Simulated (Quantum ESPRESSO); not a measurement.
# SrNi2As2 (I4/mmm): zone-centre phonons

Which modes does SrNi2As2 (I4/mmm) have at the zone centre?

Calculated with Quantum ESPRESSO 7.5; DFT LDA, scalar-relativistic, plane waves, GBRV ultrasoft pseudopotentials.

## 1. Set-up

It takes space group I4/mmm (No. 139, tetragonal). The conventional cell has a = 4.073 Å, b = 4.073 Å, c = 10.991 Å, α = 90.00°, β = 90.00°, γ = 90.00°. Sr has 10 As at 3.29 to 3.90 Å and 8 Ni at 3.42 Å nearest. Ni has 4 As at 2.34 Å and 4 Ni at 2.88 Å and 4 Sr at 3.42 Å nearest. Nearest to As lie 4 Ni at 2.34 Å and 5 As at 3.19 to 3.69 Å and 5 Sr at 3.29 to 3.90 Å. Farther neighbours are not listed.

## 2. A probe with smearing

Before anything dear is run, a loose run with smearing shows whether this is a metal and how far the cell is from rest.

probe.in reads:

```
&control
   calculation = 'scf'
   prefix = 'x'
   outdir = './tmp'
   pseudo_dir = './pseudo'
   tprnfor = .true.
   tstress = .true.
   verbosity = 'high'
/
&system
   ibrav = 0
   nat = 5
   ntyp = 3
   ecutwfc = 45.0
   ecutrho = 270.0
   occupations = 'smearing'
   smearing = 'gaussian'
   degauss = 0.01
/
&electrons
   conv_thr = 1.0d-07
   mixing_beta = 0.7
   electron_maxstep = 100
/
ATOMIC_SPECIES
 Sr     87.6200  Sr.upf
 Ni     58.6934  Ni.upf
 As     74.9216  As.upf
CELL_PARAMETERS angstrom
    -2.036627732    2.036627732    5.495600088
     2.036627732   -2.036627732    5.495600088
     2.036627732    2.036627732   -5.495600088
ATOMIC_POSITIONS crystal
 Sr     0.000000000   0.000000000   0.000000000
 Ni     0.750000000   0.250000000   0.500000000
 Ni     0.250000000   0.750000000   0.500000000
 As     0.645273230   0.645273230   0.000000000
 As     0.354726770   0.354726770   0.000000000
K_POINTS automatic
 6 6 6 0 0 0
```

On the command line:

```console
$ OMP_NUM_THREADS=1 mpirun -n 4 pw.x -nk 4 -in probe.in > probe.out
```

Output:

```text
[banners, grids, parts of the stress and lines that vanish by symmetry left out]
Program PWSCF v.7.5
     Message from routine setup:
     using ibrav=0 with symmetry is DISCOURAGED, use correct ibrav instead
[...]
kinetic-energy cutoff     =      45.0000  Ry
     charge density cutoff     =     270.0000  Ry
     scf convergence threshold =      1.0E-07
[...]
Exchange-correlation= SLA  PZ   NOGX NOGC
                           (   1   1   0   0   0   0   0)
[...]
16 Sym. Ops., with inversion, found
[...]
(     0          1          0      )
                  (     0          0          1      )
[...]
(  0.0000000  1.0000000 -0.0000000 )
                  (  0.0000000  0.0000000  1.0000000 )
[...]
(     1          0          0      )
                  (    -1         -1         -1      )
[...]
( -1.0000000 -0.0000000  0.0000000 )
                  ( -0.0000000  0.0000000 -1.0000000 )
[...]
number of k points=    30  Gaussian smearing, width (Ry)=  0.0100
[...]
End of self-consistent calculation
[...]
the Fermi energy is    10.9380 ev
!    total energy              =    -836.47272173 Ry
[...]
convergence has been achieved in  19 iterations
[...]
atom    1 type  1   force =     0.00000000    0.00000000    0.00000000
     atom    2 type  2   force =     0.00000000    0.00000000    0.00000000
     atom    3 type  2   force =    -0.00000000   -0.00000000    0.00000000
     atom    4 type  3   force =     0.00000000    0.00000000    0.00089802
     atom    5 type  3   force =    -0.00000000   -0.00000000   -0.00089802
[...]
Total force =     0.001270     Total SCF correction =     0.000254
[...]
total   stress  (Ry/bohr**3)                   (kbar)     P=      -43.94
[...]
XML data file, charge density, pseudopotentials, collected wavefunctions

   JOB DONE.
```

Elapsed: 79 s, on 4 MPI ranks of Arm Neoverse V1, shared host; 5.3 min of CPU time.

Read from the output:

```yaml
volume_per_atom: 18.24 Å³
pressure: -4.394 GPa
gap_on_the_k_mesh: 0 eV
```

No gap opens on this mesh, so smearing is kept; the start stands at -4.4 GPa.

## 3. Relaxing the cell and atoms

The relaxation runs at a cutoff a fifth above that of the response, since stress converges more slowly with the basis than frequencies do. Forces and stress are brought to rest with tight thresholds.

relax.in, as its differences from probe.in of step 2:

```diff
@@ -1,3 +1,3 @@
 &control
-   calculation = 'scf'
+   calculation = 'vc-relax'
    prefix = 'x'
@@ -7,3 +7,5 @@
    tstress = .true.
-   verbosity = 'high'
+   forc_conv_thr = 2.0d-05
+   etot_conv_thr = 1.0d-07
+   nstep = 40
 /
@@ -13,12 +15,17 @@
    ntyp = 3
-   ecutwfc = 45.0
-   ecutrho = 270.0
+   ecutwfc = 54
+   ecutrho = 324.0
    occupations = 'smearing'
-   smearing = 'gaussian'
-   degauss = 0.01
+   smearing = 'mv'
+   degauss = 0.02
 /
 &electrons
-   conv_thr = 1.0d-07
+   conv_thr = 1.0d-11
    mixing_beta = 0.7
    electron_maxstep = 100
+/
+&ions
+/
+&cell
+   press_conv_thr = 0.2
 /
```

On the command line:

```console
$ OMP_NUM_THREADS=1 mpirun -n 4 pw.x -nk 4 -in relax.in > relax.out
```

Output:

```text
[banners, grids, parts of the stress and lines that vanish by symmetry left out]
[banner, memory and clock lines left out]
Program PWSCF v.7.5

[...]
kinetic-energy cutoff     =      54.0000  Ry
     charge density cutoff     =     324.0000  Ry
     scf convergence threshold =      1.0E-11
[...]
energy convergence thresh.=      1.0E-07
     force convergence thresh. =      2.0E-05
     press convergence thresh. =      2.0E-01
     Exchange-correlation= SLA  PZ   NOGX NOGC
                           (   1   1   0   0   0   0   0)
[...]
16 Sym. Ops., with inversion, found
[...]
number of k points=    30  Marzari-Vanderbilt smearing, width (Ry)=  0.0200
[...]
c_bands:  1 eigenvalues not converged
[...]
End of self-consistent calculation
[...]
the Fermi energy is    10.9495 ev
!    total energy              =    -836.47260155 Ry
[...]
convergence has been achieved in  25 iterations
[...]
atom    1 type  1   force =    -0.00000000    0.00000000   -0.00000000
     atom    2 type  2   force =    -0.00000000   -0.00000000   -0.00000000
     atom    3 type  2   force =     0.00000000    0.00000000   -0.00000000
     atom    4 type  3   force =    -0.00000000    0.00000000    0.00093435
     atom    5 type  3   force =     0.00000000    0.00000000   -0.00093435
     Total force =     0.001321     Total SCF correction =     0.000000
[...]
total   stress  (Ry/bohr**3)                   (kbar)     P=      -47.58
[...]
number of bfgs steps    =   0
[...]
CELL_PARAMETERS (angstrom)
[...]
ATOMIC_POSITIONS (crystal)
Sr               0.0000000000       -0.0000000000        0.0000000000
Ni               0.7500000000        0.2500000000        0.5000000000
Ni               0.2500000000        0.7500000000        0.5000000000
As               0.6453182147        0.6453182147        0.0000000000
[...]
New effective cutoffs (rho, wfc):  329.12   54.95
[...]
End of self-consistent calculation
[...]
the Fermi energy is    11.3061 ev
!    total energy              =    -836.47626734 Ry
[...]
convergence has been achieved in  10 iterations
[...]
atom    1 type  1   force =     0.00000000   -0.00000000    0.00000000
     atom    2 type  2   force =    -0.00000000   -0.00000000    0.00000000
     atom    3 type  2   force =     0.00000000    0.00000000   -0.00000000
     atom    4 type  3   force =    -0.00000000   -0.00000000   -0.00756123
     atom    5 type  3   force =    -0.00000000   -0.00000000    0.00756123
     Total force =     0.010693     Total SCF correction =     0.000001
[...]
total   stress  (Ry/bohr**3)                   (kbar)     P=      -24.74
[...]
number of bfgs steps    =   1
[...]
CELL_PARAMETERS (angstrom)
[...]
ATOMIC_POSITIONS (crystal)
[...]
New effective cutoffs (rho, wfc):  336.08   56.36
[...]
End of self-consistent calculation
[...]
the Fermi energy is    11.7409 ev
!    total energy              =    -836.47813056 Ry
[...]
convergence has been achieved in   9 iterations
[...]
atom    1 type  1   force =     0.00000000    0.00000000    0.00000000
     atom    2 type  2   force =     0.00000000    0.00000000    0.00000000
     atom    3 type  2   force =    -0.00000000   -0.00000000    0.00000000
     atom    4 type  3   force =    -0.00000000   -0.00000000   -0.01554189
[...]
number of bfgs steps    =   9
[...]
the Fermi energy is    12.2190 ev
!    total energy              =    -836.48283506 Ry
[...]
convergence has been achieved in   8 iterations
[...]
Total force =     0.004814     Total SCF correction =     0.000004
[...]
total   stress  (Ry/bohr**3)                   (kbar)     P=       -1.38
[...]
number of bfgs steps    =  10
[...]
the Fermi energy is    12.2065 ev
!    total energy              =    -836.48290737 Ry
[...]
convergence has been achieved in   8 iterations
[...]
Total force =     0.000362     Total SCF correction =     0.000000
[...]
total   stress  (Ry/bohr**3)                   (kbar)     P=       -0.57
[...]
number of bfgs steps    =  11
[...]
New effective cutoffs (rho, wfc):  385.28   64.62
[...]
the Fermi energy is    12.2113 ev
!    total energy              =    -836.48290757 Ry
[...]
convergence has been achieved in   7 iterations
[...]
Total force =     0.000046     Total SCF correction =     0.000001
[...]
total   stress  (Ry/bohr**3)                   (kbar)     P=       -0.13
[...]
number of bfgs steps    =  12
[...]
CELL_PARAMETERS (angstrom)
[...]
ATOMIC_POSITIONS (crystal)
[...]
New effective cutoffs (rho, wfc):  385.29   64.62
[...]
End of self-consistent calculation
[...]
the Fermi energy is    12.2129 ev
!    total energy              =    -836.48290760 Ry
[...]
convergence has been achieved in   7 iterations
[...]
atom    3 type  2   force =    -0.00000000   -0.00000000   -0.00000000
     atom    4 type  3   force =     0.00000000   -0.00000000   -0.00000284
     atom    5 type  3   force =    -0.00000000   -0.00000000    0.00000284
     Total force =     0.000004     Total SCF correction =     0.000000
[...]
total   stress  (Ry/bohr**3)                   (kbar)     P=       -0.01
[...]
bfgs converged in  14 scf cycles and  13 bfgs steps
[...]
End of BFGS Geometry Optimization
     Final enthalpy           =    -836.4829075965 Ry
     File ./tmp/x.bfgs deleted, as requested
[...]
CELL_PARAMETERS (angstrom)
[...]
ATOMIC_POSITIONS (crystal)
[...]
As               0.6370773163        0.6370773163        0.0000000000
As               0.3629226837        0.3629226837       -0.0000000000
[...]
Final scf calculation at the relaxed structure.
[...]
kinetic-energy cutoff     =      54.0000  Ry
     charge density cutoff     =     324.0000  Ry
     scf convergence threshold =      1.6E-13
[...]
press convergence thresh. =      2.0E-01
     Exchange-correlation= SLA  PZ   NOGX NOGC
                           (   1   1   0   0   0   0   0)
[...]
16 Sym. Ops., with inversion, found
[...]
number of k points=    30  Marzari-Vanderbilt smearing, width (Ry)=  0.0200
[...]
c_bands:  2 eigenvalues not converged
     c_bands:  3 eigenvalues not converged
     c_bands:  2 eigenvalues not converged
[...]
c_bands:  3 eigenvalues not converged
     c_bands:  2 eigenvalues not converged
[...]
End of self-consistent calculation
[...]
the Fermi energy is    12.2131 ev
!    total energy              =    -836.48258728 Ry
[...]
convergence has been achieved in  27 iterations
[...]
atom    1 type  1   force =    -0.00000000   -0.00000000    0.00000000
     atom    2 type  2   force =     0.00000000    0.00000000   -0.00000000
     atom    3 type  2   force =    -0.00000000   -0.00000000   -0.00000000
     atom    4 type  3   force =     0.00000000    0.00000000   -0.00004347
     atom    5 type  3   force =    -0.00000000    0.00000000    0.00004347
     Total force =     0.000061     Total SCF correction =     0.000000
[...]
total   stress  (Ry/bohr**3)                   (kbar)     P=       -0.16
[...]
XML data file, charge density, pseudopotentials, collected wavefunctions
```

The job ended after 15 min (4 MPI ranks; 60 min of CPU time).

Relaxation path:

| step | energy less that of the first step (eV) | largest force (eV/Å) | volume (Å³) |
| --- | --- | --- | --- |
| 1 | 0.0000 | 0.0240 | 91.18 |
| 2 | -0.0499 | 0.1944 | 88.99 |
| 3 | -0.0752 | 0.3996 | 86.40 |
| 4 | -0.0847 | 0.3700 | 85.79 |
| 5 | -0.0958 | 0.3024 | 85.31 |
| 6 | -0.1097 | 0.1875 | 84.72 |
| 7 | -0.1232 | 0.0296 | 83.97 |
| 8 | -0.1321 | 0.1236 | 83.14 |
| 9 | -0.1340 | 0.1894 | 82.81 |
| 10 | -0.1366 | 0.1545 | 83.06 |
| 11 | -0.1392 | 0.0875 | 83.24 |
| 12 | -0.1402 | 0.0066 | 83.34 |
| 13 | -0.1402 | 0.0008 | 83.31 |
| 14 | -0.1402 | 0.0001 | 83.30 |
| 15 | -0.1359 | 0.0011 | 83.30 |

| conventional cell, symmetrised | before | after | change |
| --- | --- | --- | --- |
| a (Å) | 4.073 | 4.074 | +0.0 % |
| b (Å) | 4.073 | 4.074 | +0.0 % |
| c (Å) | 10.991 | 10.037 | -8.7 % |
| volume (Å³/atom) | 18.24 | 16.66 | -8.6 % |

The atoms that moved most (Å, as changes of fractional coordinates times the final cell):

| atom | dx | dy | dz | length |
| --- | --- | --- | --- | --- |
| As4 | 0.000 | 0.000 | -0.082 | 0.082 |
| As5 | 0.000 | 0.000 | 0.082 | 0.082 |

The relaxed structure:

```xyz
5
Lattice="-2.0370 2.0370 5.0187 2.0370 -2.0370 5.0187 2.0370 2.0370 -5.0187" Properties=species:S:1:pos:R:3 pbc="T T T"
Sr    0.0000    0.0000    0.0000
Ni    0.0000    2.0370    2.5094
Ni    2.0370    0.0000    2.5094
As    0.0000    0.0000    6.3946
As    0.0000    0.0000    3.6428
```

The last row of the table of steps is pw.x's closing run on a basis chosen anew for the final cell, so its energy can jump.

This step gave:

| Property | Result |
| --- | --- |
| volume per atom | 16.66 Å³ |
| pressure | -0.01533 GPa |

The volume changes by -8.6 % from the cell with which this run began.

## 4. Ground state

The response is built on this ground state, so it is converged far tighter than an energy would need. Smearing stays on, as the first look found no gap above 0.3 eV.

scf.in reads:

```
&control
   calculation = 'scf'
   prefix = 'x'
   outdir = './tmp'
   pseudo_dir = './pseudo'
   tprnfor = .true.
   tstress = .true.
/
&system
   ibrav = 0
   nat = 5
   ntyp = 3
   ecutwfc = 45.0
   ecutrho = 270.0
   occupations = 'smearing'
   smearing = 'mv'
   degauss = 0.02
/
&electrons
   conv_thr = 1.0d-12
   mixing_beta = 0.7
   electron_maxstep = 100
/
ATOMIC_SPECIES
 Sr     87.6200  Sr.upf
 Ni     58.6934  Ni.upf
 As     74.9216  As.upf
CELL_PARAMETERS angstrom
    -2.037043085    2.037043085    5.018728751
     2.037043085   -2.037043085    5.018728751
     2.037043085    2.037043085   -5.018728751
ATOMIC_POSITIONS crystal
 Sr     0.000000000   0.000000000   0.000000000
 Ni     0.750000000   0.250000000   0.500000000
 Ni     0.250000000   0.750000000   0.500000000
 As     0.637077316   0.637077316   0.000000000
 As     0.362922684   0.362922684   0.000000000
K_POINTS automatic
 6 6 6 0 0 0
```

On the command line:

```console
$ OMP_NUM_THREADS=1 mpirun -n 4 pw.x -nk 4 -in scf.in > scf.out
```

Output:

```text
[banners, grids, parts of the stress and lines that vanish by symmetry left out]
[banner, memory and clock lines left out]
Program PWSCF v.7.5

[...]
kinetic-energy cutoff     =      45.0000  Ry
     charge density cutoff     =     270.0000  Ry
     scf convergence threshold =      1.0E-12
[...]
Exchange-correlation= SLA  PZ   NOGX NOGC
                           (   1   1   0   0   0   0   0)
[...]
16 Sym. Ops., with inversion, found
[...]
number of k points=    30  Marzari-Vanderbilt smearing, width (Ry)=  0.0200
[...]
c_bands:  1 eigenvalues not converged
[...]
End of self-consistent calculation
[...]
the Fermi energy is    12.2135 ev
!    total energy              =    -836.48188877 Ry
[...]
convergence has been achieved in  22 iterations
[...]
atom    1 type  1   force =    -0.00000000   -0.00000000   -0.00000000
     atom    2 type  2   force =    -0.00000000   -0.00000000   -0.00000000
     atom    3 type  2   force =     0.00000000    0.00000000    0.00000000
     atom    4 type  3   force =     0.00000000    0.00000000   -0.00008095
     atom    5 type  3   force =    -0.00000000   -0.00000000    0.00008095
     Total force =     0.000114     Total SCF correction =     0.000001
[...]
total   stress  (Ry/bohr**3)                   (kbar)     P=        0.19
[...]
XML data file, charge density, pseudopotentials, collected wavefunctions
```

Run time: 63 s. Hardware: 4 MPI ranks; 4.2 min of CPU time.

Numbers from this step:

```yaml
pressure: 0.01833 GPa
```

The cell stands at 0.018 GPa, close enough for phonons.

(Continued in part 2 of 2.)

[Host names and launcher messages were left out of these logs when they were recorded.]

[Logs are printed without paths, hosts, clocks, repeated set-up lines and the standing remarks that a program may print on its own settings, such as how far it seeks lower states.]

[Hosts, paths, dates, database ids (printed as entryN), source tags and the programs' standing remarks are cut or masked in the printed files.]
